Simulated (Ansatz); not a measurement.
**Lattice dynamics of Pb (Fm-3m, 1 atom in the cell)**

The cell of Pb (Fm-3m, 1 atom in the cell) is at rest. What are its phonons?

Method: DFT PBE, scalar-relativistic, plane waves, PAW, in Ansatz 0.2.0.

## 1. The starting structure

The structure is cubic, space group Fm-3m (No. 225). Conventional cell: a = 5.033 Å, b = 5.033 Å, c = 5.033 Å, α = 90.00°, β = 90.00°, γ = 90.00°. Nearest to Pb lie 12 Pb at 3.56 Å.

## 2. The dispersion

The cell comes from relaxations at this level that are not shown. Stability and thermal properties need the whole zone. Linear response on a 4×4×4 q mesh gives force constants as far as a supercell of that size would.

Contents of input.yaml:

```yaml
crystal:
  lattice:
    - [0.0, 2.5166672848, 2.5166672848]
    - [2.5166672848, 0.0, 2.5166672848]
    - [2.5166672848, 2.5166672848, 0.0]
  atoms:
    - { symbol: Pb, position: [0.0, 0.0, 0.0] }
kpoints:
  mp_grid: { grid: [16, 16, 16] }
hamiltonian:
  xc: pbe
scf:
  occupations: { method: methfessel_paxton, width: 0.2 }
output:
  eigenvalues: true
phonons:
  method: dfpt
  qmesh: [4, 4, 4]
  temperatures: { t_max: 1000, t_step: 50 }
  qpath:
    path:
      - [[0.0, 0.0, 0.0], [0.5, 0.0, 0.5], [0.625, 0.25, 0.625]]
      - [[0.375, 0.375, 0.75], [0.0, 0.0, 0.0], [0.5, 0.5, 0.5], [0.5, 0.25, 0.75], [0.5, 0.0, 0.5]]
    npoints: 10
```

Started as:

```sh
$ ansatz run input.yaml --threads 4 --pin off --max-ram 7168MiB --backend cpu --events-out ev --progress --plain --runs-dir out
```

Numbers of over 12 decimals in the logs are rounded to 6 here.

Output:

```text
Engine: ansatz 0.2.0, aarch64-unknown-linux-gnu
Pseudopotentials: kind: paw
Pseudopotential: Pb, paw, valence charge 14, recommended cutoff 420 eV (normal), Pb.paw.azcp
Functional definition: PBE
  parameter kappa = 0.804
  parameter beta = 0.066725
  exchange = pbe_x(kappa = kappa, mu = beta*pi^2/3)
  correlation = pbe_c(beta = beta)
Crystal: 1 atoms, lattice volume = 31.879 Å³
Basis set: ecut = 420 eV, 609 PW (Γ), exchange–correlation on 48×48×48 points (8 copies of the dense FFT grid, shifted against one another)
Bands: 11, of which v1, the nominal top of the filled ones, is band 7 counted from 1 (6 counted from 0)
Symmetry: 48 space group operations
k-points: 145 of 4096
Non-local potential: Pb, projectors of the file, l = 0: 2, l = 1: 2, l = 2: 2, l = 3: 2
PAW form: soft (Blöchl's): semilocal exchange-correlation on the pseudo side does not see the compensation charge
PAW one-centre angular grid: Pb, 590 points (default); XC on 64 Gauss nodes
Initial density: superposition of atomic densities (neutral atoms: chi_scale 0, normalization atom), corrected by the library's trained network
Initial wavefunctions: pseudopotential atomic-orbital guess
Functional: x = pbe(κ = 0.804, μ = 0.219515), c = pbe(β = 0.066725)
SCF iter   1: F=—  HF=-11906.415757 eV  |F-HF|=—  |Δ(HF+E_count)|=         —  Δρ=4.07e-4  dr2=2.71e-5  ethr=1.77e-3  ⟨swp⟩=5.3  Hψ=9905  notcnv=0
preconditioner: auto → none  [metal: Δε(μ)=0.055 eV  Ē_g=19.721 eV  σ=0.200 eV  W_gap=0.23  n_scr=8 (ndim 8)  ℏωp=24.6 eV  f_vac=0.000  D(μ)=0.53/eV (n_scr^D=0)  sad-step TF]
SCF iter   2: F=—  HF=-11906.415316 eV  |F-HF|=—  |Δ(HF+E_count)|=   4.41e-4  S|Δr|=    0.00e0  Δρ=2.99e-4  dr2=1.35e-5  ethr=1.94e-7  ⟨swp⟩=3.3  Hψ=4638  notcnv=0
SCF iter   3: F=—  HF=-11906.415334 eV  |F-HF|=—  |Δ(HF+E_count)|=   1.77e-5  S|Δr|=    0.00e0  Δρ=1.00e-4  dr2=1.49e-6  ethr=9.61e-8  ⟨swp⟩=2.8  Hψ=2542  notcnv=0
SCF iter   4: F=—  HF=-11906.415338 eV  |F-HF|=—  |Δ(HF+E_count)|=   4.38e-6  S|Δr|=    0.00e0  Δρ=2.35e-5  dr2=2.07e-7  ethr=1.07e-8  ⟨swp⟩=2.0  Hψ=1855  notcnv=0
SCF iter   5: F=—  HF=-11906.415338 eV  |F-HF|=—  |Δ(HF+E_count)|=   2.92e-8  S|Δr|=    0.00e0  Δρ=4.99e-6  dr2=1.07e-8  ethr=1.48e-9  ⟨swp⟩=2.1  Hψ=2477  notcnv=0
SCF iter   6: F=—  HF=-11906.415338 eV  |F-HF|=—  |Δ(HF+E_count)|=   5.28e-9  S|Δr|=    0.00e0  Δρ=1.11e-6  dr2=5.32e-10  ethr=7.61e-11  ⟨swp⟩=2.2  Hψ=2548  notcnv=0
SCF iter   7: F=—  HF=-11906.415338 eV  |F-HF|=—  |Δ(HF+E_count)|=  3.17e-10  S|Δr|=    0.00e0  Δρ=2.63e-7  dr2=3.13e-11  ethr=3.80e-12  ⟨swp⟩=2.0  Hψ=2494  notcnv=0
SCF iter   8: F=-11906.415338 eV  HF=-11906.415338 eV  |F-HF|=1.82e-12  |Δ(HF+E_count)|=  2.18e-11  S|Δr|=    0.00e0  Δρ=1.54e-8  dr2=1.06e-13  ethr=1.00e-12  ⟨swp⟩=6.9  Hψ=8407  notcnv=0
SCF 1 converged in 8 iterations: F = -11906.415338 eV  dr2 = 1.06e-13
  greatest PAW one-centre occupation: 0.978 electrons in one spin orbital (limit 2), on the Pb atom at site 0 (counted from 0), in its partial waves of l = 2
NSCF: frozen V_eff on 145 k-points
WARN: eigensolver did not converge in 4 slots of this pass, the one above among them; of largest residual over every band (k=63): 1 band(s) unlocked (lowest unlocked band 10, counted from 0; max residual 6.61e-3 eV among the unlocked bands, 6.61e-3 eV over every band); of lowest unlocked band (k=2): band 10
NSCF: frozen V_eff on 349 k-points
DFPT response loops at q = (0, 0, 0) (fractional): preconditioner auto → Kerker (q_TF=auto, 2.379 Å⁻¹) (partly filled bands, converged f_vac=0.000); β = 1.00, the filter's whole step (`scf.mixing.beta` (0.50) is not read by the response loops under this deck's `scf.mixing.preconditioner`; to damp them name `kerker` or `kerker_dos`, under which they read `scf.mixing.beta`, and type it under 1.00, their step now; both keys bind the ground state too); Broyden in place of MSR1
NSCF: frozen V_eff on 4352 k-points
DFPT response loops at q = (0, 0, 0.25) (fractional): mixed as the last ones told, above
NSCF: frozen V_eff on 2196 k-points
DFPT response loops at q = (0, 0, -0.5) (fractional): mixed as the last ones told, above
NSCF: frozen V_eff on 2320 k-points
DFPT response loops at q = (0, 0.25, 0.25) (fractional): mixed as the last ones told, above
NSCF: frozen V_eff on 8192 k-points
DFPT response loops at q = (0, 0.25, -0.5) (fractional): mixed as the last ones told, above
NSCF: frozen V_eff on 4352 k-points
DFPT response loops at q = (0, 0.25, -0.25) (fractional): mixed as the last ones told, above
NSCF: frozen V_eff on 1242 k-points
DFPT response loops at q = (0, -0.5, -0.5) (fractional): mixed as the last ones told, above
NSCF: frozen V_eff on 2320 k-points
DFPT response loops at q = (0.25, -0.5, -0.25) (fractional): mixed as the last ones told, above
SCF converged after 8 iterations
Stability not checked: this state was not tested for a lower state beside it, because cold or Methfessel-Paxton smearing, or corrected tetrahedra, fill the levels in a way that the test cannot read (fill_not_monotonic; see scf.lower_state_search)
Free energy (F): -11906.415338 eV
Harris-Foulkes:  -11906.415338 eV  (|F-HF|=1.82e-12)
Internal energy: -11906.415281 eV  (E = F + TS)
E sigma→0 (E₀):  -11906.415324 eV
Entropy (-TS):   -0.000057 eV (-0.057 meV/atom)
Fermi energy:    10.307629 eV
--- Per-component energies (eV) ---
  E_band       = -46.395391
  E_kinetic    = 288.353611
  E_local      = -1048.188703  (includes V_loc(G=0)·N_el)
  E_nonlocal   = 349.532622
  E_hartree    = 415.343803
  E_xc         = -220.549630
  E_vxc        = -132.180386  (∫ρ·V_xc dr)
  E_paw        = -10405.477270  (= ΣΔE_a)
  E_vpaw       = -334.600176  (= ΣTr[D̂ρ^β])
  E_aug_tail   = 0.000051  (compensation charges beyond the density's cutoff)
  E_ewald      = -1285.429764
  E_smearing   = -0.000057  (= −TS)
  E_closure    = -0.000000  (closes the sum)
  Σ components = -11906.415338   (vs F -11906.415338, Δ=0.00e0)
--- Band table (eV; the first three rows and the last of 145) ---
  k-point 0: bands = [... 3 lower, -6.6912, -6.6912, -1.1791, 17.2684, 17.2684, 17.2684, 19.9554, 20.9539]
  k-point 1: bands = [... 3 lower, -6.6915, -6.6915, -1.1078, 16.3565, 17.1780, 17.1780, 19.7301, 21.4246]
  k-point 2: bands = [... 3 lower, -6.6905, -6.6905, -0.8938, 14.5976, 16.9400, 16.9400, 19.4127, 22.2212]
  k-point 144: bands = [... 3 lower, -6.6494, -6.5448, 3.5590, 8.9619, 8.9619, 10.5428, 20.7097, 22.1163]
--- Phonons (Γ-DFPT): 1 representative perturbation + reference (Σ response iterations 3) ---
  ASR residual: 3.082e-6 → 0.000e0 eV/Å²; symmetrization residual: 1.000e-11 eV/Å²
  ASR residual per site (eV/Å²): 3.08e-6
  Γ frequencies (cm⁻¹): 0.00 0.00 0.00
--- Phonons (arbitrary-q DFPT): 8 irreducible q on the 4×4×4 mesh ---
  q = [0.0000, 0.0000, 0.0000] (star 1, of the zone-centre solve; hermiticity 2.20e-7, symmetrization 3.25e-6): -0.00 -0.00 0.00
  q = [0.0000, 0.0000, 0.2500] (star 8, 1 solved perturbation on 2176 of 4096 k-point pairs; hermiticity 2.87e-7, symmetrization 1.44e-7): 23.28 23.28 52.88
  q = [0.0000, 0.0000, -0.5000] (star 4, 1 solved perturbation on 1098 of 4096 k-point pairs; hermiticity 3.22e-9, symmetrization 1.61e-9): 30.74 30.74 68.06
  q = [0.0000, 0.2500, 0.2500] (star 6, 2 solved perturbations in 1808 linear systems a pass and spin channel, the states on 1160 of 4096 k-point pairs; hermiticity 6.37e-7, symmetrization 4.10e-7): 33.68 33.68 58.64
  q = [0.0000, 0.2500, -0.5000] (star 24, 2 solved perturbations in 6272 linear systems a pass and spin channel, the states on 4096 of 4096 k-point pairs; hermiticity 3.72e-6, symmetrization 3.97e-8): 39.12 50.23 60.46
  q = [0.0000, 0.2500, -0.2500] (star 12, 2 solved perturbations in 3336 linear systems a pass and spin channel, the states on 2176 of 4096 k-point pairs; hermiticity 5.11e-7, symmetrization 2.47e-7): 34.07 50.02 65.68
  q = [0.0000, -0.5000, -0.5000] (star 3, 2 solved perturbations in 970 linear systems a pass and spin channel, the states on 621 of 4096 k-point pairs; hermiticity 1.47e-7, symmetrization 4.24e-8): 35.42 35.42 60.46
  q = [0.2500, -0.5000, -0.2500] (star 6, 2 solved perturbations in 1749 linear systems a pass and spin channel, the states on 1160 of 4096 k-point pairs; hermiticity 6.93e-9, symmetrization 8.99e-9): 51.74 55.51 55.51
  sum rule: each row above includes the acoustic sum rule's correction from the zone centre's row sums; it moved no ω² by more than (0.06 cm⁻¹)²
  mesh force constants: q→R imaginary residual 0.00e0; ASR residual 3.082e-6 → 0.000e0 eV/Å²; symmetrization residual 3.331e-16 eV/Å²
  interpolated dispersion: 62 rows × 3 modes
  density of states and harmonic sums: on the 24×24×24 q-mesh, interpolated from the force constants of a 4×4×4 supercell (no non-analytic term)
  largest difference from the sums on the solved wave vectors: F 1.42e-2 eV, S 1.82e-5 and C_V 4.02e-6 eV/K
  zero-point energy: 0.008614 eV/cell   skipped modes (ω ≤ 0): 3   left out of the sums: 7.23e-5 of the cell's modes: C_V's classical limit lies that fraction below 3 k_B per atom; for a crystal, a wire or a layer, F and S can be off by more, and a phonons.interpolated_qmesh denser along its periods is the remedy for the sampling
```

It took 96 s on 4 threads of Arm Neoverse V2, shared host; peak memory 3.1 GiB.

This step gave:

```
volume per atom                                         : 31.88 Å³
gap on the k-mesh                                       : 0 eV
sum-rule residual before enforcement                    : 3.08e-6 eV/Å²
lowest frequency on the path                            : 0 cm⁻¹
highest frequency on the path or at a solved wavevector : 68.1 cm⁻¹
mean frequency                                          : 46.3 cm⁻¹
Debye temperature (second moment)                       : 89 K
logarithmic mean frequency                              : 44.3 cm⁻¹
lowest mode on the q mesh (acoustic modes at Γ apart)   : 23.28 cm⁻¹
zero-point energy per atom                              : 8.61 meV
heat capacity at 300 K                                  : 24.83 J/(mol atoms K)
vibrational entropy at 300 K                            : 63.66 J/(mol atoms K)
```

Frequencies (cm⁻¹) solved at each irreducible wavevector; negative means imaginary. Frequencies by wavevector, by row:

| q in reciprocal lattice units | star | mode 1 | mode 2 | mode 3 |
| --- | --- | --- | --- | --- |
| 0 0 0 | 1 | 0 | 0 | 0 |
| 0 0 0.25 | 8 | 23.3 | 23.3 | 52.9 |
| 0 0 -0.5 | 4 | 30.7 | 30.7 | 68.1 |
| 0 0.25 0.25 | 6 | 33.7 | 33.7 | 58.6 |
| 0 0.25 -0.5 | 24 | 39.1 | 50.2 | 60.5 |
| 0 0.25 -0.25 | 12 | 34.1 | 50 | 65.7 |
| 0 -0.5 -0.5 | 3 | 35.4 | 35.4 | 60.5 |
| 0.25 -0.5 -0.25 | 6 | 51.7 | 55.5 | 55.5 |

Interpolated from a 4×4×4 q mesh. Phonon branches along the path, in cm⁻¹:

```
    point  branch 1  branch 2  branch 3
        Γ         0         0         0
  halfway        34        34        59
        X        35        35        60
  halfway        38        42        60
        U        40        54        60
jump to K        40        54        60
  halfway        27        39        60
        Γ         0         0         0
  halfway        23        23        53
        L        31        31        68
  halfway        40        52        62
        W        52        56        56
  halfway        43        44        60
        X        35        35        60
```

The phonon branches as a text plot (rows in cm⁻¹):

```
     67 |                    **                ******
     64 |       ****        *  *              *      *
     61 |           ********    *                     **     ****
     58 |      *           *                 *          *  **
     55 |                   *                          ****
     52 |    **          **  **  *          *         *   **
     50 |                                                *  *
     47 |               *      *                     *  *    *
     44 |                                  *        *  *
     41 |   *          * ***      **                  *       *
     38 |        *     **   *   *                  * *         *
     35 |       * *****      **           *         *          **
     33 |      *               *                  **
     30 |    **                  *  *          ****
     27 |  *                    *            **
     24 |                         **     *  *
     21 |   *                    *
     18 |                         **       *
     16 | **                        **    *
     13 |                           *   *
     10 |                                *
      7 | *                          *
      4 |                               *
      1 |*                            **
         Γ           X  U|K            Γ         L        W     X
```

Tetrahedra on a 24×24×24 mesh, mean over bins of 1 cm-1. Interpolated from a 4×4×4 q mesh. Table of phonon density of states by wavenumber; read off at these points:

wavenumber (cm⁻¹), phonon density of states (1/cm⁻¹/cell) and a bar:
```
      0.5      0.000 
      3.5      0.000 
      6.5      0.001 
     10.5      0.003 #
     13.5      0.004 #
     16.5      0.007 #
     19.5      0.010 ##
     23.5      0.017 ###
     26.5      0.024 #####
     29.5      0.037 #######
     32.5      0.056 ###########
     36.5      0.091 ##################
     39.5      0.122 ########################
     42.5      0.079 ################
     45.5      0.062 ############
     49.5      0.052 ##########
     52.5      0.048 ##########
     55.5      0.049 ##########
     58.5      0.046 #########
     60.5      0.152 ##############################
     62.5      0.144 ############################
     65.5      0.051 ##########
     68.5      0.000
```

Second derivatives of the energy by pair, one row for each kind of neighbour of each atom listed. Each entry sums the pair over the periodic images of the supercell that the q mesh stands for, and in a polar crystal it holds the long-range dipole part too. Force constants by pair, by row:

| atom | neighbour | distance (Å) | third of the trace (eV/Å²) | along the pair's line (eV/Å²) |
| --- | --- | --- | --- | --- |
| Pb1 | itself | 0 | 1.761 | – |
| Pb1 | Pb | 3.559 | -0.1101 | -0.4182 |
| Pb1 | Pb | 5.033 | -0.0413 | -0.1166 |
| Pb1 | Pb | 6.165 | 4.00e-4 | -0.0186 |
| Pb1 | Pb | 7.118 | -0.0651 | -0.1611 |

Harmonic thermodynamic functions per atom, from the density of states. Interpolated from a 4×4×4 q mesh. Thermodynamic functions, by row:

| T (K) | F_vib (meV/atom) | S (J/mol-atom/K) | C_V (J/mol-atom/K) |
| --- | --- | --- | --- |
| 0 | 8.61 | 0 | 0 |
| 50 | 4.13 | 20.8 | 21.39 |
| 100 | -11.16 | 36.7 | 23.98 |
| 200 | -58.93 | 53.62 | 24.7 |
| 300 | -120 | 63.66 | 24.83 |
| 400 | -189.9 | 70.81 | 24.88 |
| 500 | -266.3 | 76.37 | 24.9 |
| 600 | -347.9 | 80.91 | 24.91 |
| 700 | -433.8 | 84.75 | 24.92 |
| 800 | -523.4 | 88.08 | 24.93 |
| 900 | -616.2 | 91.02 | 24.93 |
| 1000 | -711.9 | 93.64 | 24.93 |

Harmonic mean-square displacement, third of the trace. Interpolated from a 4×4×4 q mesh. Mean square displacements, by row:

```
T (K)  Pb1 U_eq (Å²)
    0        0.00195
  100        0.00801
  300         0.0235
  600        0.04691
```

Symmetry leaves 8 wavevectors to solve. The lowest mode among them, the acoustic zeros apart, lies at q = (0, 0, 0.25) and is real, 23.3 cm⁻¹.

(Part 1 of 2 ends here.)

[Logs are printed without paths, hosts, clocks, repeated set-up lines and the standing remarks that a program may print on its own settings, such as how far it seeks lower states.]

[Hosts, paths, dates, database ids (printed as entryN), source tags and the programs' standing remarks are cut or masked in the printed files.]
